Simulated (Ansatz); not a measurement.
## Resistivity from frozen vibrations: Cu(111) with 4 thermally displaced layers, 2x2

Wanted: the phonon-limited resistivity of Cu at 180 K by the Landauer route.

Method: Ansatz plane-wave DFT, PBE, PAW files; ballistic transport by layer matching (Landauer), zero bias; PAW set soft_1, in Ansatz 0.2.0.

## 1. The starting structure

The cell holds 40 atoms: 40 Cu. Cell: a = 5.112 Å, b = 5.112 Å, c = 20.923 Å, α = 93.5°, β = 86.5°, γ = 120.0°. It derives from Cu. Regions: lead, 24 atoms (24 Cu); scattering region, 16 atoms (16 Cu). The structure is stacked along c, and the current runs across the ab planes.

## 2. With 4 displaced layers

Each atom of 4 layers is moved at random, by amounts drawn from a normal law 0.062 Å wide in each direction from the Debye model (343 K) at 180 K. The layers about the cell's end stay perfect and serve as the lead. Disorder leaves little or no symmetry, which makes such runs dear. Energies from -0.05 to 0.05 eV in steps of 0.05 eV are too few for the program's thermal sum, so it prints no conductance; for a metal the transmission near the Fermi level serves, at a fraction of the cost.

File input.yaml:

```yaml
crystal:
  lattice:
    - [5.1123254594, 0.0, 0.0]
    - [-2.5561627297, 4.4274037203, 0.0]
    - [1.2780813649, -0.73790062, 20.8709812911]
  atoms:
    - { symbol: Cu, position: [0.9916666667, 0.0083333333, 0.05] }
    - { symbol: Cu, position: [0.9916666667, 0.5083333333, 0.05] }
    - { symbol: Cu, position: [0.4916666667, 0.0083333333, 0.05] }
    - { symbol: Cu, position: [0.4916666667, 0.5083333333, 0.05] }
    - { symbol: Cu, position: [0.1416666667, 0.3583333333, 0.15] }
    - { symbol: Cu, position: [0.1416666667, 0.8583333333, 0.15] }
    - { symbol: Cu, position: [0.6416666667, 0.3583333333, 0.15] }
    - { symbol: Cu, position: [0.6416666667, 0.8583333333, 0.15] }
    - { symbol: Cu, position: [0.2916666667, 0.2083333333, 0.25] }
    - { symbol: Cu, position: [0.2916666667, 0.7083333333, 0.25] }
    - { symbol: Cu, position: [0.7916666667, 0.2083333333, 0.25] }
    - { symbol: Cu, position: [0.7916666667, 0.7083333333, 0.25] }
    - { symbol: Cu, position: [0.9419494524, 0.0568002355, 0.3519027312] }
    - { symbol: Cu, position: [0.9390087672, 0.5510099673, 0.351074319] }
    - { symbol: Cu, position: [0.4644639865, 0.0712493829, 0.3479091636] }
    - { symbol: Cu, position: [0.4219328531, 0.5496244081, 0.3501227818] }
    - { symbol: Cu, position: [0.0625504907, 0.40465206, 0.4462983294] }
    - { symbol: Cu, position: [0.0791300514, 0.9005539865, 0.4490602547] }
    - { symbol: Cu, position: [0.6040236568, 0.4228708051, 0.4496181164] }
    - { symbol: Cu, position: [0.6034085747, 0.8991908823, 0.4510443559] }
    - { symbol: Cu, position: [0.2536516289, 0.2592818775, 0.5477910225] }
    - { symbol: Cu, position: [0.2271723801, 0.7520316027, 0.5506542119] }
    - { symbol: Cu, position: [0.728034742, 0.2553248407, 0.5495269337] }
    - { symbol: Cu, position: [0.7495539885, 0.7615157545, 0.551055832] }
    - { symbol: Cu, position: [0.8824403243, 0.1069062107, 0.6523292346] }
    - { symbol: Cu, position: [0.9002142168, 0.5914489105, 0.6544979516] }
    - { symbol: Cu, position: [0.4133316215, 0.1194070906, 0.6507857124] }
    - { symbol: Cu, position: [0.397098628, 0.6297245917, 0.6558240363] }
    - { symbol: Cu, position: [0.0416666667, 0.4583333333, 0.75] }
    - { symbol: Cu, position: [0.0416666667, 0.9583333333, 0.75] }
    - { symbol: Cu, position: [0.5416666667, 0.4583333333, 0.75] }
    - { symbol: Cu, position: [0.5416666667, 0.9583333333, 0.75] }
    - { symbol: Cu, position: [0.1916666667, 0.3083333333, 0.85] }
    - { symbol: Cu, position: [0.1916666667, 0.8083333333, 0.85] }
    - { symbol: Cu, position: [0.6916666667, 0.3083333333, 0.85] }
    - { symbol: Cu, position: [0.6916666667, 0.8083333333, 0.85] }
    - { symbol: Cu, position: [0.8416666667, 0.1583333333, 0.95] }
    - { symbol: Cu, position: [0.8416666667, 0.6583333333, 0.95] }
    - { symbol: Cu, position: [0.3416666667, 0.1583333333, 0.95] }
    - { symbol: Cu, position: [0.3416666667, 0.6583333333, 0.95] }
kpoints:
  mp_grid: { grid: [5, 5, 1] }
hamiltonian:
  xc: pbe
  pseudopotentials: { kind: paw, azcp: { folder: soft_1 } }
scf:
  occupations: { method: fermi_dirac, width: 0.1 }
output:
  transmission:
    leads: [[0, 4]]
    kmesh: [10, 10]
    e_range: [-0.05, 0.05]
    de: 0.05
  write_potential: true
  write_density: true
  volumetric_format: npy
  elf: true
```

On the command line:

```sh
$ ansatz run input.yaml --threads 4 --pin off --max-ram 15360MiB --backend cpu --events-out ev --progress --plain --runs-dir out
```

Then come: with 8 displaced layers; with 12 displaced layers; resistance against length.

**Question.** What will these runs give for the resistivity from the slope?

The slope gives 3.1 µΩ cm. The points scatter by 0.0031 fΩ m² about the line, with one random draw a length in a 2x2 cell, so the slope is a rough value. The mean square of the displacements drawn is 0.78, 0.99 and 1.2 of the nominal one at the three lengths; with each resistance scaled back by that, the slope is 2.2 µΩ cm, the value used below. Read with a model of isotropic scattering on a spherical Fermi surface and the lead's 1.1×10¹⁵ S/m², this slope means a mean free path near 374 Å; over these lengths the model's slope is 1.23 times its bulk resistivity, which would be 1.8 µΩ cm.

| Quantity | Value |
| --- | --- |
| resistivity from the slope | 3.10 µΩ cm |

Uncorrelated displacements put too much weight on short waves, which scatter strongly; with the sideways repeat of a small cell, one draw and three short lengths, the method is good to a factor of two or three.

[Logs are printed without paths, hosts, clocks, repeated set-up lines and the standing remarks that a program may print on its own settings, such as how far it seeks lower states.]

[Hosts, paths, dates, database ids (printed as entryN), source tags and the programs' standing remarks are cut or masked in the printed files.]
